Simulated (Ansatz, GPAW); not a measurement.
# Work function of Li/Nb(110) at several levels, part 2 of 2

Aim: the work function of both faces of Li/Nb(110), and its spread over functionals and bases.

GPAW 26.7.0 and Ansatz 0.2.0; Ansatz plane waves; slab in vacuum with a dipole correction, relaxation; PAW set soft_1 (the session's first sound run).

So far, upper work function (eV): step 2 (relaxing the atoms, PBE) 3.30; step 4 (OptPBE vdW: xc = "optPBE-vdW", GPAW, PAW setups, GPAW) 3.39; step 5 (self-consistent run: xc = "vdW-DF2", GPAW, PAW setups, GPAW) 3.40; step 6 (self-consistent run: xc = "RPBE") 3.23; step 7 (real-space grid: mode = "fd", PBE, GPAW) 3.29.

## Step 10: A second plane-wave code

A second program with its own datasets checks the number independently.

This step: Ansatz plane waves; slab in vacuum with a dipole correction; PAW set soft_1 (Ansatz 0.2.0).

input.yaml

```yaml
crystal:
  lattice:
    - [2.3334523779, -1.65, 0.0]
    - [2.3334523779, 1.65, 0.0]
    - [0.0, 0.0, 23.5845119279]
  atoms:
    - { symbol: Nb, position: [0.0, 0.0, 0.2968049549] }
    - { symbol: Nb, position: [0.5, 0.5, 0.3957449875] }
    - { symbol: Nb, position: [0.0, 0.0, 0.4954958143] }
    - { symbol: Nb, position: [0.5, 0.5, 0.5924456656] }
    - { symbol: Li, position: [0.0, 0.0, 0.694589072] }
kpoints:
  mp_grid: { grid: [12, 12, 1] }
hamiltonian:
  xc: pbe
  pseudopotentials: { kind: paw, azcp: { folder: soft_1 } }
scf:
  occupations: { method: fermi_dirac, width: 0.1 }
efield:
  axis: 3
  dipole_correction: true
  ramp_width: 0.05
output:
  forces: true
  write_potential: true
  write_density: true
  volumetric_format: npy
  elf: true
```

The run is started by

```sh
$ ansatz run input.yaml --threads 4 --pin off --max-ram 8192MiB --backend cpu --events-out ev --progress --plain --runs-dir out
```

Run time: 6.4 s. Hardware: 4 threads of AMD EPYC 9R14 (Zen 4), shared host; peak memory 0.69 GiB; 25 s of CPU time.

This step gave:

```
upper work function     : 3.297 eV
lower work function     : 4.525 eV
dipole along the normal : 0.05225 e·Å
dipole field            : 0.05206 V/Å
vacuum level above      : 8.698 eV
vacuum level below      : 9.926 eV
```

The electrostatic potential energy of an electron (with the applied field's), less the Fermi level, planar mean oscillates, so the rows of the table below give means over windows of 2.36 Å about each position, cut where the curve ends. Its maxima inside the range that stand out by 2 % of the span (Å: eV): 0.6: 4.53, 8.1: -1.19, 10.5: -1.05, 12.8: -1.57, 15.5: 1.14. Its minima: 6.9: -20.1, 9.3: -19.9, 11.6: -20.0, 14.0: -20.1, 16.4: -5.16.

The electrostatic potential energy of an electron (with the applied field's), less the Fermi level, planar mean by z; means over each step:

```tsv
z (Å)	electrostatic potential energy of an electron (with the applied field's), less the Fermi level, planar mean (eV)
1.18	4.47
3.54	4.46
5.90	-4.54
8.26	-10.5
10.62	-10.3
12.98	-11.0
15.34	-4.48
17.70	0.930
20.06	3.26
22.42	3.37
```

Valence density, planar mean against z:

z (Å), valence density, planar mean (e/Å³) and a bar:
```
      2.5       0.00 
      3.0       0.00 
      3.5       0.00 
      4.0       0.00 
      4.5       0.01 
      5.0       0.02 
      5.5       0.05 #
      6.0       0.17 ####
      6.5       0.79 ##################
      7.0       1.28 ##############################
      7.5       0.80 ###################
      8.0       0.29 #######
      8.5       0.37 #########
      9.0       1.07 #########################
      9.5       1.23 ############################
     10.0       0.54 #############
     10.5       0.26 ######
     11.0       0.52 ############
     11.5       1.22 ############################
     12.0       1.09 #########################
     12.5       0.39 #########
     13.0       0.30 #######
     13.5       0.85 ####################
     14.0       1.29 ##############################
     14.5       0.74 #################
     15.0       0.19 ####
     15.5       0.10 ##
     16.0       0.19 ####
     16.5       0.44 ##########
     17.0       0.05 #
     17.5       0.02 #
     18.0       0.01 
     18.5       0.01 
     19.0       0.00 
     19.5       0.00 
     20.0       0.00 
     20.5       0.00 
     21.0       0.00
```

Force by atom:

```tsv
atom	x (eV/Å)	y (eV/Å)	z (eV/Å)	size
Nb1	0.000	0.000	0.332	0.332
Nb2	0.000	0.000	-0.334	0.334
Nb3	0.000	0.000	0.009	0.009
Nb4	0.000	0.000	-0.007	0.007
Li5	0.000	0.000	0.000	0.000
```

ELF in the ca plane at fractional y = 0.000, with atoms of Nb and Li within 0.2 Å of it. It is the smooth field of the valence electrons, not physical close to the nuclei.

Ten even steps from '0' (0.00 × 1e-1) to '9' (9.67 × 1e-1), each cell a mean:
```
47424433423765742443344216830011100000000000
75334323432477522432334310100122110000000000
42244323343233223432234542113432110000000000
23444222354322244432234565555543210000000000
32344322344222234432234554334443210000000000
64234323332355423432234420001232110000000000
67424433432677632433344203510122100000000000
26524433423742652443344118950011100000000000
```
Columns run along c (16.0 Å, from fractional 0.30 to 0.98 of the cell), rows up along a (2.9 Å). Atoms in or near the plane, at fractional coordinates: Nb at (0.50, 0.00), Li at (0.69, 0.00).

Electrostatic potential energy in the ca plane at fractional y = 0.000, with atoms of Nb and Li within 0.2 Å of it. With pseudopotentials it is smooth inside the atoms' cores, unlike the true potential.

Ten even steps from '0' (-53 eV) to '9' (9 eV), each cell a mean:
```
00489999997200058999999974468999999999999999
13799999998522479999999987789999999999999999
67899999999876789999999999999999999999999999
89999989999988999998999999999999999999999999
88999989999888899998999999999999999999999999
45899999998644689999999998889999999999999999
01589999997300268999999985579999999999999999
00489999996100048999999963258999999999999999
```
Columns run along c (16.0 Å, from fractional 0.30 to 0.98 of the cell; values clipped at the 3rd and 97th percentile), rows up along a (2.9 Å). Atoms in or near the plane, at fractional coordinates: Nb at (0.50, 0.00), Li at (0.69, 0.00).

Valence density in the ca plane at fractional y = 0.000, with atoms of Nb and Li within 0.2 Å of it. It is the smooth field of the valence electrons, not physical close to the nuclei.

Values in e/Å³, 5 rows by 16 columns, each cell a mean:
```
3.2 0.3 0.2 0.3 3.6 1.9 0.2 0.2 0.1 2.0 0.0 0.0 0.0 0.0 0.0 0.0
0.7 0.2 0.3 0.2 0.8 0.5 0.3 0.2 0.1 0.1 0.0 0.0 0.0 0.0 0.0 0.0
0.3 0.2 0.3 0.2 0.3 0.3 0.3 0.2 0.1 0.1 0.0 0.0 0.0 0.0 0.0 0.0
1.4 0.3 0.2 0.3 1.5 0.8 0.2 0.2 0.1 0.1 0.0 0.0 0.0 0.0 0.0 0.0
3.7 0.3 0.2 0.4 4.2 2.4 0.2 0.2 0.1 3.9 0.1 0.0 0.0 0.0 0.0 0.0
```
Columns run along c (16.0 Å, from fractional 0.30 to 0.98 of the cell), rows up along a (2.9 Å). Atoms in or near the plane, at fractional coordinates: Nb at (0.50, 0.00), Li at (0.69, 0.00).

The upper face's work function is 3.297 eV, against 3.289 eV in the first plane-wave PBE run at this geometry.

## Step 11: Side by side

Results and costs are gathered.

This step: comparison of work functions, dipole and cost; PAW set soft_1 (GPAW 26.7.0).

Ladder, by row:

```tsv
step	code	work function, upper (eV)	work function, lower (eV)	dipole (e Å)	wall time (s)	peak memory (GiB)	threads
pw	GPAW	3.289	4.529	0.05272	243.3	0.38	1
optPBE-vdW	GPAW	3.393	4.694	0.05526	219.8	0.5	1
vdW-DF2	GPAW	3.399	4.777	0.05858	296.7	0.5	1
RPBE	GPAW	3.228	4.398	0.04974	205.8	0.38	1
fd	GPAW	3.288	4.528	0.05274	1693	2.41	1
ansatz	Ansatz	3.297	4.525	0.05225	6.44	0.688	4
```

## Step 12: A changed run

One more run, with changed settings.

This step: GPAW, PAW setups; slab in vacuum (GPAW 26.7.0).

run.py

```python
import json
import numpy as np
from ase import Atoms
from gpaw import GPAW, PW

slab = Atoms(
    ['Nb', 'Nb', 'Nb', 'Nb', 'Li'],
    positions=[
        [0.00000, 0.00000, 7.00000],
        [2.33345, 0.00000, 9.33345],
        [0.00000, 0.00000, 11.68603],
        [2.33345, 0.00000, 13.97254],
        [0.00000, 0.00000, 16.38154]],
    cell=[[2.33345, -1.65, 0.0], [2.33345, 1.65, 0.0], [0.0, 0.0, 23.58451]],
    pbc=[True, True, False])

slab.calc = GPAW(mode=PW(400), xc='PBE', kpts={'size': (12, 12, 1), 'gamma': True},
                 occupations={'name': 'fermi-dirac', 'width': 0.1}, nbands='100%',
                 convergence={'density': 1e-05}, maxiter=100,
                 poissonsolver={'dipolelayer': 'xy'},
                 symmetry={'tolerance': 1e-3}, txt='slab.txt')
result = {}
energy = slab.get_potential_energy()
fermi = slab.calc.get_fermi_level()
v = slab.calc.get_electrostatic_potential().mean((0, 1)) - fermi
n = slab.calc.get_pseudo_density().mean((0, 1))
L = slab.cell[2, 2]
z = np.arange(len(v)) * L / len(v)
low, high = slab.positions[:, 2].min(), slab.positions[:, 2].max()
below, above = np.interp([low - 4.8, high + 4.8], z, v)
slopes = [np.interp(x, z, np.gradient(v, z)) for x in (low - 4.8, high + 4.8)]
eps = np.array([[slab.calc.get_eigenvalues(k, s) for k in range(len(slab.calc.get_ibz_k_points()))]
                for s in range(slab.calc.get_number_of_spins())]) - fermi
top, bottom = eps[eps < 0].max(), eps[eps > 0].min()
dipole = slab.get_dipole_moment()[2]
print(f'energy {energy:.4f} eV, Fermi level {fermi:.4f} eV, dipole {dipole:.5f} e A')
print(f'potential 4.8 A off the faces, from the Fermi level: lower {below:.4f} eV, upper {above:.4f} eV')
print(f'slope of the potential there: lower {slopes[0]:.5f}, upper {slopes[1]:.5f} eV/A')
print(f'nearest levels on the mesh: {top:.4f} and {bottom:.4f} eV')
print('magnetic moment', round(slab.get_magnetic_moment(), 3))
result.update(energy=energy, fermi=fermi, dipole=dipole, below=below, above=above, slopes=slopes, edges=[top, bottom],
              z=z.tolist(), v=v.tolist(), n=n.tolist(), positions=slab.positions.tolist(),
              forces=slab.get_forces(apply_constraint=False).tolist(), moments=slab.get_magnetic_moments().tolist())
json.dump(result, open('result.json', 'w'))
```

The run is started by

```sh
$ OMP_NUM_THREADS=1 OPENBLAS_NUM_THREADS=1 python run.py
```

Elapsed: 4.3 min, on 1 thread; peak memory 0.26 GiB.

The run finished. A setting was moved off its sound value on purpose, so it serves as a test and not as the result.

The fault put into the input: too few bands (nbands = "100 % of the filled bands").

Side by side:

```tsv
quantity	this run	sound run	difference
dipole along the normal (e·Å)	0.057813	0.052719	0.00509
upper work function (eV)	2.9415	3.2894	-0.348
lower work function (eV)	4.3014	4.5291	-0.228
```

One result that differs is the upper work function, 2.94 eV against 3.29 eV.

## Step 13: Summary of results

```
work function, upper and lower face : 3.289 and 4.529 eV
dipole along the normal             : 0.0527 e Å
```

**Reading.** With plane waves and PBE the work function is 3.29 eV on the upper face and 4.53 eV on the lower. The two faces differ by 1.2 eV, the step that the slab's dipole makes (e p/(ε0 A) gives 1.2 eV), so the dipole layer is needed. Over the sound runs of the table the upper face's work function spans 3.228 (RPBE) to 3.399 eV (vdW-DF2). The two plane-wave codes differ by 0.0077 eV on the upper face. The cell of 7.70 Å² holds one Li, started on one chosen site; other sites and coverages weren't tried. The in-plane lattice was kept as typed, which isn't the functional's own and leaves some strain; spin-orbit coupling and temperature are left out.

[Logs are printed without paths, hosts, clocks, repeated set-up lines and the standing remarks that a program may print on its own settings, such as how far it seeks lower states.]

[Hosts, paths, dates, database ids (printed as entryN), source tags and the programs' standing remarks are cut or masked in the printed files.]
